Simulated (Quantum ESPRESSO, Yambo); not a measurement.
# Si3N4 (Fd-3m): G0W0 in Yambo against the bands

How does the gap of Si3N4 (Fd-3m) converge in the bands?

Calculated with Yambo 5.3.0; PBE and many-body steps on it, plane waves.

### 1. The starting structure

Symmetry: Fd-3m, No. 227, cubic system. Conventional cell: a = 7.787 Å, b = 7.787 Å, c = 7.787 Å, α = 90.00°, β = 90.00°, γ = 90.00°. Nearest to Si lie 6 N at 1.89 Å. Nearest to Si lie 4 N at 1.79 Å. Nearest to N lie 4 Si at 1.79 to 1.89 Å. Farther neighbours and most contacts between anions are not listed.

As a file:

```cif
data_structure
_symmetry_space_group_name_H-M 'Fd-3m:1'
_symmetry_Int_Tables_number 227
_cell_length_a 7.7874
_cell_length_b 7.7874
_cell_length_c 7.7874
_cell_angle_alpha 90.000
_cell_angle_beta 90.000
_cell_angle_gamma 90.000
_cell_volume 472.26
loop_
_atom_site_label
_atom_site_type_symbol
_atom_site_symmetry_multiplicity
_atom_site_Wyckoff_symbol
_atom_site_fract_x
_atom_site_fract_y
_atom_site_fract_z
_atom_site_occupancy
Si1 Si 16 d 0.37500 0.87500 0.12500 1
Si2 Si 8 a 0.25000 0.25000 0.25000 1
N1 N 32 e 0.36756 0.86756 0.36756 1
```

The cell and positions are those that the Materials Project relaxed with its own functionals (PBE, PBE+U or r2SCAN), kept fixed. This is not the form that Si3N4 usually takes at ambient conditions.

### 2. 60 bands

This step: Yambo 5.3.0; G0W0 on PBE, plane waves, norm-conserving pseudopotentials.

G0W0 replaces the xc potential by the self-energy, built once from these orbitals. Only a window of levels is corrected, while the sums run over the empty bands that the input names.

File gw1.in:

```
HF_and_locXC
gw0
dyson
ppa
em1d
rim_cut
RandQpts= 1000000
RandGvec= 1 RL
EXXRLvcs= 72 Ry
VXCRLvcs= 288 Ry
Chimod= "HARTREE"
% BndsRnXp
 1 | 60 |
%
NGsBlkXp= 9 Ry
% LongDrXp
 1 | 1 | 1 |
%
% GbndRnge
 1 | 60 |
%
DysSolver= "n"
ExtendOut
PPAPntXp= 27.21138 eV
% QPkrange
 6 | 6 | 31 | 34 |
 1 | 1 | 31 | 34 |
%
```

Started as:

```console
> OMP_NUM_THREADS=2 mpirun -n 4 yambo -F gw1.in -J gw1 -C gw1 > gw1.log
```

What it wrote:

```text
 Yambo, version 5.3.0

 [02] CORE Variables Setup
 =========================

  [... cell, symmetries and grids as in the set-up ...]

  [02.05] Energies & Occupations
  ==============================

  [X] === General ===
  [X] Electronic Temperature                        :  0.000000  0.000000 [eV K]
  [X] Bosonic    Temperature                        :  0.000000  0.000000 [eV K]
  [X] Finite Temperature mode                       : no
  [X] El. density                                   :  0.54207E+24 [cm-3]
  [X] Fermi Level                                   :  10.95512 [eV]

  [X] === Gaps and Widths ===
  [X] Conduction Band Min                           :  3.398216 [eV]
  [X] Valence Band Max                              :  0.000000 [eV]
  [X] Filled Bands                                  :   32
  [X] Empty Bands                                   :    33   524
  [X] Direct Gap                                    :  3.406484 [eV]
  [X] Direct Gap localized at k                     :  1
  [X] Indirect Gap                                  :  3.398216 [eV]
  [X] Indirect Gap between kpts                     :   6   1
  [X] Last valence band width                       :  0.702966 [eV]
  [X] 1st conduction band width                     :  3.290624 [eV]

 [03] Transferred momenta grid and indexing
 ==========================================

 IBZ Q-points                                      :   8
 BZ  Q-points                                      :   64

 K/Q-points units:
 rlu = crystal or reduced units; cc = cartesian coordinates; iku = interal k-units

 Q [1]          [rlu]:  0.000000  0.000000  0.000000
 Q [2]          [rlu]:  0.22808E-16 -0.49479E-17  0.25000
 Q [3]          [rlu]: -0.45615E-16  0.98957E-17 -0.50000
 Q [4]          [rlu]:  0.10477E-17  0.25000      0.25000
 Q [5]          [rlu]:  0.23174E-16  0.25000      0.50000
 Q [6]          [rlu]:  0.10266E-15  0.25000     -0.25000
 Q [7]          [rlu]: -0.20954E-17 -0.50000     -0.50000
 Q [8]          [rlu]:  0.250000 -0.500000 -0.250000

 [04] Coloumb potential Random Integration (RIM)
 ===============================================

  [04.01] RIM initialization
  ==========================

  * Diagonal components only detected *

  8 x (sBL volume)        :  0.038916 [a.u.]
  sBZ random points       :  1000000
  Points outside the sBZ  :   7996195
  RL volume               :  0.311329 [a.u.]
  Integrated volume       :  0.311477 [a.u.]

  [04.02] RIM integrals
  =====================

  Gamma point sphere radius             :  0.061470 [a.u.]
  Points outside the sphere             :   799659
  [Int_sBZ(q=0) 1/q^2]*(Vol_sBZ)^(-1/3) =:  7.764404
                                 should be <:  7.795600

  Summary of Coulomb integrals for non-metallic bands |Q|[au] RIM/Bare

  Q [1] 0.100000E-4 0.995998 * Q [2] 0.184879 1.064860
  Q [4] 0.213480 1.063764 * Q [6] 0.301906 1.026684
  Q [5] 0.354016 1.019317 * Q [3] 0.369758 1.017217
  Q [7] 0.426959 1.013693 * Q [8] 0.477355 1.010740

 [WARNING] [Xp] User bands 1-60 break level degeneracy

 [05] Dipoles
 ============

  [05.01] Setup: observables and procedures
  =========================================

  [WARNING] [x,Vnl] slows the Dipoles computation. To neglect it rename the ns.kb_pp file

 [06] Dynamic Dielectric Matrix (PPA)
 ====================================

 [WR./gw1//ndb.pp]---------------------------------------------------------------
  Brillouin Zone Q/K grids (IBZ/BZ)                :    8   64    8   64
  RL vectors                                       :   9577 [WF]
  Coulomb cutoff potential                         : none
  Electronic Temperature                           :  0.000000 [K]
  Bosonic    Temperature                           :  0.000000 [K]
  PPA    diel. fun.  energies                      : Perdew, Burke & Ernzerhof(X)+Perdew, Burke & Ernzerhof(C)
  wavefunctions                                    : Perdew, Burke & Ernzerhof(X)+Perdew, Burke & Ernzerhof(C)
  Global Gauge                                     : length
  X matrix size                                    :   387
  X band range                                     :    1   60
  X e/h energy range                               : -1.000000 -1.000000 [eV]
  X Time ordering                                  : R
  X Hxc Kernel                                     : HARTREE
  X Drude frequency                                :  0.000000  0.000000
  X poles                                          :  100.0000 [o/o]
  RL vectors in the sum                            :   9577
  [r,Vnl] included                                 : yes
  Field direction                                  :  0.577350E-5  0.577350E-5  0.577350E-5
  BZ energy Double Grid                            : no
  BZ energy DbGd points                            : 0
  BZ Q point size factor                           : -1.000000
  X Optical Averaged directions                    : none

 [07] Local Exchange-Correlation + Non-Local Fock
 ================================================

 [VXC] Plane waves :   65763
 [EXS] Plane waves :   8291

 QP @ state[ 1 ] K range:  1  1
 QP @ state[ 1 ] b range:   31   34
 QP @ state[ 2 ] K range:   6   6
 QP @ state[ 2 ] b range:   31   34

 [xc] Functional : Perdew, Burke & Ernzerhof(X)+Perdew, Burke & Ernzerhof(C)
 [xc] LIBXC used to calculate xc functional
  PP Number of Atomic Species                      :  2
  NLCC RL compoments                               :   65763
  PP Number of Atomic Species                      :  2
  NLCC RL compoments                               :   65763

 [xc] E_xc :  -28.73699 [Ha]
      E_xc :  -57.47398 [Ry]

  Local XC kind (lXC) : Perdew, Burke & Ernzerhof(X)+Perdew, Burke & Ernzerhof(C)
  Non-Local XC kind (nlXC) : Hartree-Fock

  Corrections @ K [1] :  [eV]
 <31|nlXC|31> = -21.42824 -0.57018E-18 <31|lXC|31> = -17.68828 -0.18882E-15
 <32|nlXC|32> = -21.42820  0.18275E-17 <32|lXC|32> = -17.68828  0.75527E-15
 <33|nlXC|33> = -6.721592 -0.26374E-18 <33|lXC|33> = -11.36948  0.14244E-16
 <34|nlXC|34> = -6.721591 -0.60353E-18 <34|lXC|34> = -11.36948  0.000000

  Corrections @ K [6] :  [eV]
 <31|nlXC|31> = -20.81630  0.84220E-17 <31|lXC|31> = -16.87490  0.47204E-16
 <32|nlXC|32> = -21.47475 -0.83005E-18 <32|lXC|32> = -17.76122 -0.37763E-15
 <33|nlXC|33> = -6.589472 -0.13543E-17 <33|lXC|33> = -11.63886 -0.18882E-15
 <34|nlXC|34> = -7.017724  0.25936E-18 <34|lXC|34> = -12.25120  0.000000

 [08] Dyson equation: Newton solver
 ==================================

  [08.01] G0W0 (W PPA)
  ====================

  [  GW  ] Bands range     :    1   60
  [GW/PPA] G damping       :  0.100000 [eV]

  QP @ state[ 1 ] K range:  1  1
  QP @ state[ 1 ] b range:   31   34
  QP @ state[ 2 ] K range:   6   6
  QP @ state[ 2 ] b range:   31   34

   Sc/G bands                                       :    1   60
   Sc/G damping                                     :  0.100000 ev
   Sc bands terminator                              : no
   Sx RL components                                 :   8291

   QP @ state[ 1 ] K range                          :  1  1
   QP @ state[ 1 ] b range                          :   31   34
   QP @ state[ 2 ] K range                          :   6   6
   QP @ state[ 2 ] b range                          :   31   34
   GF energies kind                                 : Perdew, Burke & Ernzerhof(X)+Perdew, Burke & Ernzerhof(C)
   GF WF`s kind                                     : Perdew, Burke & Ernzerhof(X)+Perdew, Burke & Ernzerhof(C)
   Xs energies kind                                 : Perdew, Burke & Ernzerhof(X)+Perdew, Burke & Ernzerhof(C)
   Xs WF`s kind                                     : Perdew, Burke & Ernzerhof(X)+Perdew, Burke & Ernzerhof(C)

 [11] Game Over & Game summary
```

Elapsed: 78 s, on 4 MPI ranks of Arm Neoverse V2, shared host; peak memory 3.3 GiB.

Numbers from this step:

| Item | Value |
| --- | --- |
| G0W0 gap on the points computed | 4.763 eV |
| starting gap on the mesh | 3.398 eV |
| k of the valence top | 0, 0.25, -0.25 |
| k of the conduction bottom | 0, 0, 0 |
| least direct G0W0 gap on the computed points | 4.802 eV |
| Z at the valence top | 0.8150 |
| Z at the conduction bottom | 0.8540 |

The gap on the mesh goes from 3.40 eV to 4.76 eV, a correction of +1.36 eV.

### 3. 93 bands

gw2.in, as its differences from gw1.in of step 2:

```diff
@@ -12,3 +12,3 @@
 % BndsRnXp
- 1 | 60 |
+ 1 | 93 |
 %
@@ -19,3 +19,3 @@
 % GbndRnge
- 1 | 60 |
+ 1 | 93 |
 %
```

Started as:

```console
> OMP_NUM_THREADS=2 mpirun -n 4 yambo -F gw2.in -J gw2 -C gw2 > gw2.log
```

What it wrote:

```text
 Yambo, version 5.3.0

 [02] CORE Variables Setup
 =========================

  [... cell, symmetries and grids as in the set-up ...]

  [02.05] Energies & Occupations
  ==============================

  [X] === General ===
  [X] Electronic Temperature                        :  0.000000  0.000000 [eV K]
  [X] Bosonic    Temperature                        :  0.000000  0.000000 [eV K]
  [X] Finite Temperature mode                       : no
  [X] El. density                                   :  0.54207E+24 [cm-3]
  [X] Fermi Level                                   :  10.95512 [eV]

  [X] === Gaps and Widths ===
  [X] Conduction Band Min                           :  3.398216 [eV]
  [X] Valence Band Max                              :  0.000000 [eV]
  [X] Filled Bands                                  :   32
  [X] Empty Bands                                   :    33   524
  [X] Direct Gap                                    :  3.406484 [eV]
  [X] Direct Gap localized at k                     :  1
  [X] Indirect Gap                                  :  3.398216 [eV]
  [X] Indirect Gap between kpts                     :   6   1
  [X] Last valence band width                       :  0.702966 [eV]
  [X] 1st conduction band width                     :  3.290624 [eV]

 [03] Transferred momenta grid and indexing
 ==========================================

 IBZ Q-points                                      :   8
 BZ  Q-points                                      :   64

 K/Q-points units:
 rlu = crystal or reduced units; cc = cartesian coordinates; iku = interal k-units

 Q [1]          [rlu]:  0.000000  0.000000  0.000000
 Q [2]          [rlu]:  0.22808E-16 -0.49479E-17  0.25000
 Q [3]          [rlu]: -0.45615E-16  0.98957E-17 -0.50000
[...]
NLCC RL compoments                               :   65763
  PP Number of Atomic Species                      :  2
  NLCC RL compoments                               :   65763

 [xc] E_xc :  -28.73699 [Ha]
      E_xc :  -57.47398 [Ry]

  Local XC kind (lXC) : Perdew, Burke & Ernzerhof(X)+Perdew, Burke & Ernzerhof(C)
  Non-Local XC kind (nlXC) : Hartree-Fock

  Corrections @ K [1] :  [eV]
 <31|nlXC|31> = -21.42824 -0.57018E-18 <31|lXC|31> = -17.68828 -0.18882E-15
 <32|nlXC|32> = -21.42820  0.18275E-17 <32|lXC|32> = -17.68828  0.75527E-15
 <33|nlXC|33> = -6.721592 -0.26374E-18 <33|lXC|33> = -11.36948  0.14244E-16
[...]
Corrections @ K [6] :  [eV]
[...]
<33|nlXC|33> = -6.589472 -0.13543E-17 <33|lXC|33> = -11.63886 -0.18882E-15
 <34|nlXC|34> = -7.017724  0.25936E-18 <34|lXC|34> = -12.25120  0.000000

 [08] Dyson equation: Newton solver
 ==================================

  [08.01] G0W0 (W PPA)
  ====================

  [  GW  ] Bands range     :    1   93
  [GW/PPA] G damping       :  0.100000 [eV]

  QP @ state[ 1 ] K range:  1  1
  QP @ state[ 1 ] b range:   31   34
  QP @ state[ 2 ] K range:   6   6
  QP @ state[ 2 ] b range:   31   34

   Sc/G bands                                       :    1   93
   Sc/G damping                                     :  0.100000 ev
   Sc bands terminator                              : no
   Sx RL components                                 :   8291

   QP @ state[ 1 ] K range                          :  1  1
   QP @ state[ 1 ] b range                          :   31   34
   QP @ state[ 2 ] K range                          :   6   6
   QP @ state[ 2 ] b range                          :   31   34
   GF energies kind                                 : Perdew, Burke & Ernzerhof(X)+Perdew, Burke & Ernzerhof(C)
   GF WF`s kind                                     : Perdew, Burke & Ernzerhof(X)+Perdew, Burke & Ernzerhof(C)
   Xs energies kind                                 : Perdew, Burke & Ernzerhof(X)+Perdew, Burke & Ernzerhof(C)
   Xs WF`s kind                                     : Perdew, Burke & Ernzerhof(X)+Perdew, Burke & Ernzerhof(C)

 [11] Game Over & Game summary
```

The job ended after 2.3 min (4 MPI ranks; peak memory 3.4 GiB; 17 min of CPU time).

This step gave:

| Quantity | Value |
| --- | --- |
| G0W0 gap on the points computed | 4.406 eV |
| starting gap on the mesh | 3.398 eV |
| k of the valence top | 0, 0.25, -0.25 |
| k of the conduction bottom | 0, 0, 0 |
| least direct G0W0 gap on the computed points | 4.452 eV |
| Z at the valence top | 0.8131 |
| Z at the conduction bottom | 0.8459 |

Against the run before, the gap moves by −0.357 eV.

### 4. 156 bands

gw3.in, as its differences from gw2.in of step 3:

```diff
@@ -12,3 +12,3 @@
 % BndsRnXp
- 1 | 93 |
+ 1 | 156 |
 %
@@ -19,3 +19,3 @@
 % GbndRnge
- 1 | 93 |
+ 1 | 156 |
 %
```

Started as:

```console
> OMP_NUM_THREADS=2 mpirun -n 4 yambo -F gw3.in -J gw3 -C gw3 > gw3.log
```

What it wrote:

```text
 Yambo, version 5.3.0

 [02] CORE Variables Setup
 =========================

  [... cell, symmetries and grids as in the set-up ...]

  [02.05] Energies & Occupations
  ==============================

  [X] === General ===
  [X] Electronic Temperature                        :  0.000000  0.000000 [eV K]
  [X] Bosonic    Temperature                        :  0.000000  0.000000 [eV K]
  [X] Finite Temperature mode                       : no
  [X] El. density                                   :  0.54207E+24 [cm-3]
[...]
QP @ state[ 1 ] b range                          :   31   34
   QP @ state[ 2 ] K range                          :   6   6
   QP @ state[ 2 ] b range                          :   31   34
   GF energies kind                                 : Perdew, Burke & Ernzerhof(X)+Perdew, Burke & Ernzerhof(C)
   GF WF`s kind                                     : Perdew, Burke & Ernzerhof(X)+Perdew, Burke & Ernzerhof(C)
   Xs energies kind                                 : Perdew, Burke & Ernzerhof(X)+Perdew, Burke & Ernzerhof(C)
   Xs WF`s kind                                     : Perdew, Burke & Ernzerhof(X)+Perdew, Burke & Ernzerhof(C)

 [11] Game Over & Game summary
```

Run time: 4.1 min. Hardware: 4 MPI ranks; peak memory 3.4 GiB; 31 min of CPU time.

Numbers from this step:

```yaml
g0w0_gap_on_the_points_computed: 4.354 eV
starting_gap_on_the_mesh: 3.398 eV
k_of_the_valence_top: 0, 0.25, -0.25
k_of_the_conduction_bottom: 0, 0, 0
least_direct_g0w0_gap_on_the_computed_points: 4.402 eV
```

Against the run before, the gap moves by −0.052 eV.

[end of part 1 of 2]

[Paths, hosts, dates, memory and timing lines, banners, echoed tables and standing remarks are left out of the program output.]

[Logs are printed without paths, hosts, clocks, repeated set-up lines and the standing remarks that a program may print on its own settings, such as how far it seeks lower states.]

[Runs of the session that timed out or met a known fault of the program may be left out.]

[Hosts, paths, dates, database ids (printed as entryN), source tags and the programs' standing remarks are cut or masked in the printed files.]
